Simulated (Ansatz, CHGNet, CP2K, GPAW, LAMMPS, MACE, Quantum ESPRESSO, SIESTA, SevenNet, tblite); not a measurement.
**Glassy 69SiO2-19Al2O3-6SrO-6Li2O (mol %) (106 atoms): forces by two methods**

106 atoms (22 Si, 12 Al, 2 Sr, 4 Li, 66 O) placed at random at 3.07 g/cm³, melted at 4000 K for 10 ps at fixed volume with the Morse and Coulomb pair potential with partial charges (Pedone, Malavasi, Menziani, Cormack and Segre, J. Phys. Chem. B 110, 11780 (2006)). Quenched from 4000 K to 300 K at 50 K/ps and fixed volume, held 5 ps.

Two calculations on one geometry. First: Kohn-Sham DFT, PBE, SSSP efficiency 1.3.0 pseudopotentials, plane waves; sssp-1.3.0-efficiency; 60/480 Ry; levels smeared at 580 K (Quantum ESPRESSO 7.5; sssp-pbe-1.3.0-efficiency, cutoffs 60/480 Ry, Γ point). Second: Kohn-Sham DFT, PBE, GTH-PBE pseudopotentials, Gaussian and plane waves, DZVP-MOLOPT-SR-GTH, orbital transformation; 800/50 Ry (CP2K 2026.2; Γ point).

Cell vectors (Å):

```
10.593 0.000 0.000
0.000 10.593 0.000
0.000 0.000 10.593
```

Atom, position (Å) and force of the first calculation (eV/Å):

```
1 Si 7.916 7.222 1.706 0.454 1.179 -0.786
2 Si 1.411 4.029 4.511 2.705 1.120 0.336
3 Si 3.834 9.720 7.611 0.654 0.908 1.183
4 Si 7.972 10.370 5.600 2.429 1.010 -2.114
5 Si 5.662 6.018 6.555 1.126 0.955 1.329
6 Si 6.573 1.797 2.692 1.357 2.628 0.629
7 Si 2.887 4.864 9.070 -0.397 4.498 3.674
8 Si 8.952 5.038 10.577 -1.268 2.770 3.315
9 Si 4.640 7.535 9.877 1.466 0.017 -1.062
10 Si 9.233 3.260 2.450 -4.483 0.913 0.740
11 Si 5.000 9.800 4.807 1.100 2.668 0.287
12 Si 9.476 4.836 5.949 -0.035 0.551 0.876
13 Si 7.134 5.335 3.747 -0.215 -3.317 -3.744
14 Si 1.480 1.020 7.260 1.620 2.436 1.041
15 Si 7.315 8.055 8.220 -3.889 1.278 0.294
16 Si 3.890 2.099 5.276 -4.719 1.342 1.847
17 Si 9.530 0.570 10.214 -1.523 -2.028 -0.918
18 Si 5.144 3.997 1.454 0.504 2.262 0.816
19 Si 7.030 10.110 0.953 1.047 -0.550 0.129
20 Si 3.503 0.890 0.524 -2.165 -1.659 1.476
21 Si 1.137 9.133 2.956 -1.648 1.897 -1.746
22 Si 4.071 9.006 2.155 -1.240 -0.929 -1.701
23 Al 6.830 2.585 5.936 0.751 0.631 -1.198
24 Al 4.464 2.245 8.355 -0.122 -1.237 0.247
25 Al 2.361 6.454 6.571 -1.863 -1.035 0.763
26 Al 1.945 4.913 1.402 1.307 0.929 0.605
27 Al 0.149 6.598 8.501 -0.718 -0.347 -1.778
28 Al 6.807 0.745 8.629 -0.022 -2.567 1.645
29 Al 6.587 4.052 9.126 -1.673 0.822 -0.657
30 Al 0.371 7.529 0.527 -1.672 0.998 1.842
31 Al 10.253 7.820 5.448 -1.403 0.198 0.918
32 Al 10.346 1.043 4.433 1.257 -1.223 0.808
33 Al 1.353 2.404 10.335 2.236 -0.287 -0.159
34 Al 1.483 9.518 9.462 0.656 1.539 0.235
35 Sr 9.632 2.868 7.884 -0.299 -1.014 0.644
36 Sr 3.793 6.411 3.717 -0.080 -1.190 -0.643
37 Li 9.894 9.267 7.772 -0.998 -0.103 0.101
38 Li 10.549 6.215 2.849 0.052 0.442 -0.045
39 Li 0.660 1.267 2.018 0.651 -0.562 -0.070
40 Li 7.406 7.749 4.927 0.104 0.285 0.563
41 O 3.945 8.531 8.751 -0.999 1.498 -1.585
42 O 10.229 2.359 3.267 1.743 -0.095 0.065
43 O 3.982 10.487 1.754 0.678 2.883 -0.383
44 O 0.949 0.024 3.616 0.420 0.919 -0.288
45 O 8.444 1.166 9.205 0.171 1.313 -1.377
46 O 5.083 2.784 6.045 -0.194 1.226 1.706
47 O 10.490 10.173 9.293 -0.811 0.700 -0.199
48 O 6.585 9.734 5.161 -1.729 -1.215 -0.994
49 O 4.085 1.784 10.022 1.668 2.087 -1.828
50 O 6.212 7.479 9.372 -0.512 -0.156 0.892
51 O 5.666 4.105 10.568 0.172 0.489 -0.740
52 O 7.781 5.976 0.754 -0.414 -2.632 -2.455
53 O 4.393 0.760 4.674 0.952 -3.338 -2.266
54 O 3.714 4.734 1.690 -0.801 0.363 0.712
55 O 1.056 7.897 9.513 -0.866 -2.009 -0.896
56 O 7.571 1.077 6.463 0.190 0.774 2.172
57 O 0.904 7.544 6.661 0.276 0.301 1.070
58 O 2.174 10.228 7.730 0.312 -3.487 0.777
59 O 7.061 8.514 1.314 -0.834 0.128 0.307
60 O 8.958 9.118 5.936 1.188 -1.919 0.911
61 O 1.884 5.693 8.141 -1.185 0.677 -0.950
62 O 4.940 8.802 3.532 0.816 -0.932 -0.128
63 O 0.715 9.193 1.378 -0.129 -0.390 -0.225
64 O 8.246 4.184 9.501 0.301 -1.335 -1.724
65 O 1.976 4.198 10.349 -1.262 -0.639 -0.424
66 O 4.393 8.031 0.843 -0.202 -0.065 1.111
67 O 6.308 5.549 5.075 -1.608 0.359 1.442
68 O 6.105 4.840 2.559 -1.367 0.001 0.534
69 O 8.584 10.382 0.657 1.991 -0.105 0.767
70 O 7.059 9.669 8.131 0.578 -1.195 -1.135
71 O 1.213 4.498 2.991 -0.820 0.345 -1.182
72 O 3.572 3.720 8.426 2.317 -3.044 -2.963
73 O 0.115 3.782 5.453 -0.831 -0.746 -0.238
74 O 6.686 2.276 4.215 -0.134 -0.103 -0.133
75 O 2.673 8.635 2.945 1.430 -1.271 0.389
76 O 6.069 5.030 7.702 0.042 -1.345 1.072
77 O 10.163 5.943 10.072 1.259 0.778 -0.521
78 O 8.443 4.433 3.443 1.901 -0.286 0.891
79 O 9.630 4.176 1.192 1.786 -0.220 -0.223
80 O 9.321 6.287 5.310 -0.447 1.349 -1.941
81 O 4.194 9.295 6.071 -1.676 -1.840 1.335
82 O 9.476 7.385 1.654 2.439 0.484 0.353
83 O 6.300 2.439 8.432 -0.767 0.415 -0.791
84 O 10.428 1.730 0.217 0.308 1.230 1.474
85 O 2.319 1.870 1.160 -0.920 0.627 0.412
86 O 4.652 0.490 7.853 1.060 0.319 0.110
87 O 2.774 3.063 4.455 0.469 -0.713 0.074
88 O 0.282 0.946 6.260 -2.263 0.166 -1.297
89 O 8.826 0.361 4.287 -1.944 -0.495 1.142
90 O 8.794 7.692 8.450 3.657 -0.958 0.053
91 O 2.587 10.418 10.308 0.334 -0.427 -0.090
92 O 1.525 6.624 1.365 0.975 -2.512 1.206
93 O 2.726 1.683 6.527 2.501 1.312 -1.406
94 O 6.131 0.008 10.381 -0.909 0.975 -2.295
95 O 7.943 2.391 1.993 0.307 -0.007 -0.890
96 O 0.345 8.195 3.965 -0.059 -1.663 -0.314
97 O 1.990 5.409 5.216 0.426 0.717 -0.492
98 O 6.541 7.384 6.862 0.406 0.253 -1.166
99 O 1.239 1.971 8.619 -0.252 -0.213 -1.250
100 O 10.027 5.265 7.416 0.045 -0.459 1.080
101 O 8.170 3.856 6.154 -0.090 -0.592 0.032
102 O 6.576 0.285 2.303 -0.349 -1.997 1.092
103 O 5.281 2.511 1.974 -0.632 -2.150 0.652
104 O 7.402 6.789 3.189 0.373 3.011 1.267
105 O 4.080 6.407 6.354 1.046 0.154 -0.675
106 O 3.872 6.156 9.558 -0.575 -1.528 0.645
```

Q: Give the forces of the second method.

Atom and force (eV/Å):

```
1 0.658 1.253 -1.014
2 2.626 1.109 0.432
3 0.941 0.957 1.264
4 2.612 1.156 -2.144
5 1.069 0.876 1.702
6 1.439 2.552 0.767
7 -0.285 4.250 3.445
8 -1.459 2.767 3.110
9 1.658 -0.017 -1.041
10 -4.561 0.700 0.779
11 1.018 2.764 0.311
12 -0.149 0.872 0.864
13 -0.157 -3.502 -3.808
14 1.519 2.498 0.813
15 -3.606 1.345 0.441
16 -4.586 1.339 1.737
17 -1.647 -1.990 -0.847
18 0.492 2.156 0.673
19 0.916 -0.382 -0.187
20 -2.007 -1.586 1.248
21 -1.833 2.031 -1.846
22 -1.323 -0.632 -1.928
23 0.703 0.582 -1.338
24 -0.180 -1.251 0.241
25 -1.859 -1.043 0.764
26 1.316 0.976 0.514
27 -0.790 -0.325 -1.824
28 -0.081 -2.675 1.706
29 -1.658 0.881 -0.478
30 -1.601 1.038 1.874
31 -1.243 0.192 0.835
32 1.065 -1.380 0.757
33 2.304 -0.444 -0.125
34 0.675 1.503 0.550
35 -0.234 -1.118 0.701
36 -0.053 -1.295 -0.681
37 -1.043 -0.040 0.086
38 0.010 0.435 0.009
39 0.681 -0.647 -0.064
40 0.142 0.328 0.565
41 -1.162 1.565 -1.726
42 1.711 0.042 -0.017
43 0.644 2.826 -0.260
44 0.459 0.915 -0.301
45 0.271 1.291 -1.331
46 -0.313 1.210 1.768
47 -0.722 0.676 -0.229
48 -1.740 -1.288 -1.000
49 1.528 2.001 -1.638
50 -0.580 -0.218 0.963
51 0.140 0.491 -0.685
52 -0.476 -2.629 -2.399
53 0.940 -3.286 -2.266
54 -0.710 0.386 0.720
55 -0.883 -1.882 -0.895
56 0.175 0.795 2.224
57 0.235 0.271 1.132
58 0.201 -3.546 0.804
59 -0.868 0.013 0.393
60 1.082 -1.906 0.916
61 -1.153 0.632 -0.856
62 0.917 -0.959 -0.088
63 -0.072 -0.385 -0.139
64 0.351 -1.248 -1.605
65 -1.290 -0.636 -0.417
66 -0.229 -0.076 1.222
67 -1.566 0.379 1.260
68 -1.335 0.085 0.585
69 2.113 -0.132 0.792
70 0.591 -1.269 -1.197
71 -0.810 0.359 -1.148
72 2.216 -2.816 -2.831
73 -0.784 -0.821 -0.264
74 -0.169 -0.116 -0.279
75 1.520 -1.336 0.465
76 0.014 -1.311 0.957
77 1.275 0.702 -0.418
78 1.861 -0.161 0.947
79 1.914 -0.172 -0.165
80 -0.456 1.279 -1.978
81 -1.701 -1.918 1.248
82 2.330 0.460 0.404
83 -0.769 0.361 -0.880
84 0.309 1.230 1.416
85 -0.972 0.702 0.366
86 1.091 0.370 0.072
87 0.486 -0.692 0.019
88 -2.129 0.159 -1.050
89 -1.895 -0.458 1.197
90 3.487 -0.915 0.013
91 0.201 -0.528 -0.191
92 0.920 -2.564 1.207
93 2.460 1.325 -1.297
94 -0.810 0.877 -2.077
95 0.362 0.017 -0.993
96 -0.038 -1.718 -0.283
97 0.411 0.758 -0.515
98 0.327 0.283 -1.317
99 -0.212 -0.236 -1.303
100 0.031 -0.512 0.990
101 0.003 -0.548 0.027
102 -0.395 -1.968 1.199
103 -0.680 -2.146 0.652
104 0.273 3.001 1.359
105 1.074 0.152 -0.718
106 -0.585 -1.511 0.640
```

The two sets differ by 98.6 meV/Å r.m.s., 7.2 % of the r.m.s. force of the Quantum ESPRESSO run. The network of bonds at the start is that of the classical potential that made the cell, and needn't be the one that DFT or experiment would give. The electronic-structure runs sample only Γ, in a cell whose shortest periodic width is 11 Å.

[Long decimals in the printed logs are rounded to 6 places.]

[Logs are printed without paths, hosts, clocks, repeated set-up lines and the standing remarks that a program may print on its own settings, such as how far it seeks lower states.]

[Hosts, paths, dates, database ids (printed as entryN), source tags and the programs' standing remarks are cut or masked in the printed files.]
